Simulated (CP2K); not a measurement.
Aminoacetylene has these distinct C atoms: C1 (bonded to C and H) and C2 (bonded to C and N).

```xyz
6

C     1.4122    0.1150    0.3522
C     0.2240    0.0517    0.1097
N    -1.1149    0.0382   -0.0933
H     2.4593    0.1643    0.5576
H    -1.4226    0.5022   -0.9454
H    -1.5580   -0.8714    0.0193
```

Their partial C K spectra (CP2K XAS_TDP, all-electron GAPW, PBEh(45%), aug-cc-pVTZ, TDA, GW2X-corrected core level, no relativity) are given in random order, each times the number of alike atoms.

Gaussian full width 0.5 eV, oscillator strength per eV, alike atoms added, rows of zeros left out:

```csv
E (eV),curve 1,curve 2
285.25,0.007,0.000
285.50,0.050,0.000
285.75,0.092,0.000
286.00,0.043,0.000
286.25,0.005,0.000
286.50,0.008,0.003
286.75,0.046,0.031
287.00,0.072,0.094
287.25,0.028,0.093
287.50,0.003,0.108
287.75,0.002,0.105
288.00,0.012,0.029
288.25,0.017,0.003
288.50,0.007,0.003
288.75,0.008,0.004
289.00,0.017,0.001
289.25,0.021,0.000
289.50,0.014,0.000
289.75,0.010,0.000
290.00,0.006,0.001
290.25,0.005,0.001
290.50,0.006,0.001
290.75,0.005,0.002
291.00,0.005,0.003
291.25,0.003,0.002
291.50,0.001,0.002
291.75,0.003,0.002
292.00,0.003,0.005
292.25,0.002,0.012
292.50,0.007,0.016
292.75,0.021,0.013
293.00,0.018,0.013
293.25,0.004,0.012
293.50,0.004,0.006
293.75,0.009,0.002
294.00,0.013,0.005
294.25,0.027,0.006
294.50,0.030,0.002
294.75,0.016,0.006
295.00,0.007,0.017
295.25,0.002,0.025
295.50,0.000,0.013
295.75,0.004,0.004
296.00,0.018,0.005
296.25,0.028,0.007
296.50,0.015,0.009
```

Question: Which curve belongs to which atom?

Curve 1: C1 (bonded to C and H), leading line at 285.74 eV (f = 0.049 an atom), ionisation energy 289.67 eV, term value 3.93 eV. Curve 2: C2 (bonded to C and N), leading line at 287.08 eV (f = 0.053 an atom), ionisation energy 291.04 eV, term value 3.96 eV. The leading line of an atom is its first one with 35 % of the strongest within 2.5 eV of its lowest line over the strength cut. A line lies at the core ionisation energy, which rises as an atom loses charge to its neighbours or to a π system, less the term value, which is large for a low π* or σ* orbital with weight on that atom.

[Banner, clock and machine lines of the logs are left out without a mark of their own.]

[Logs are printed without paths, hosts, clocks, repeated set-up lines and the standing remarks that a program may print on its own settings, such as how far it seeks lower states.]

[Hosts, paths, dates, database ids (printed as entryN), source tags and the programs' standing remarks are cut or masked in the printed files.]
